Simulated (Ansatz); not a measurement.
# Memory against size: H-capped CdS nanowire along [112] (24 atoms) repeated, support functions

The cell holds 24 atoms: 4 Cd, 6 S and 14 H. Cell: a = 16.890 Å, b = 17.239 Å, c = 7.126 Å, α = 90.0°, β = 90.0°, γ = 90.0°. It derives from CdS (zinc-blende). Hexagon section of size parameter 3.53 Å cut from zinc-blende CdS (a = 5.818 Å) along [112], 1 period, broken bonds capped with H, 10 Å of vacuum. Regions: wire, 10 atoms (4 Cd and 6 S); hydrogen, 14 atoms (14 H). Vacuum lies along a and b. The structure repeats along c.

Calculated with Ansatz 0.2.0: Kohn-Sham DFT, LDA, PAW (set soft_2), localised support functions (medium); the typed cell is repeated and solved at Γ on 4 threads of Arm Neoverse V2, shared host.

| atoms | peak host memory (GiB) | repeats | SCF cycles |
| --- | --- | --- | --- |
| 24 | 2.52 | 1×1×1 | 16 |
| 48 | ? | ? | ? |
| 96 | 7.807 | 1×1×4 | 20 |
| 168 | 12.1 | 1×1×7 | 20 |

**Question.** Fit a power law of the atom count to the rows given and interpolate to the withheld row.

Worked fit:

A power law y = A x^b is a line in u = ln x and v = ln y.

| u = ln x | v = ln y |
| --- | --- |
| 3.17805 | 0.924259 |
| 4.56435 | 2.05502 |
| 5.12396 | 2.49321 |

With n = 3: mean u = 4.28879, mean v = 1.82416, Σ(u − ū)² = 2.0072, Σ(u − ū)(v − v̄) = 1.6219. Slope b = 1.6219 / 2.0072 = 0.80807; intercept a = v̄ − b ū = -1.6415.

At the withheld row u = 3.871, v = a + b u = 1.487, and y = exp(v).

Prediction at 48: 4.423 GiB. The run gave 4.649 GiB, so the fit is low by 0.23 GiB (4.9 % of the value).

The fitted exponent is 0.81. Between neighbouring rows, the withheld one included, the exponents are 0.88, 0.75 and 0.78. Among the rows given, the largest relative miss of the fit is at 96, by 0.064 GiB (0.82 %).

Limits: One run a row.

[Hosts, paths, dates, database ids (printed as entryN), source tags and the programs' standing remarks are cut or masked in the printed files.]
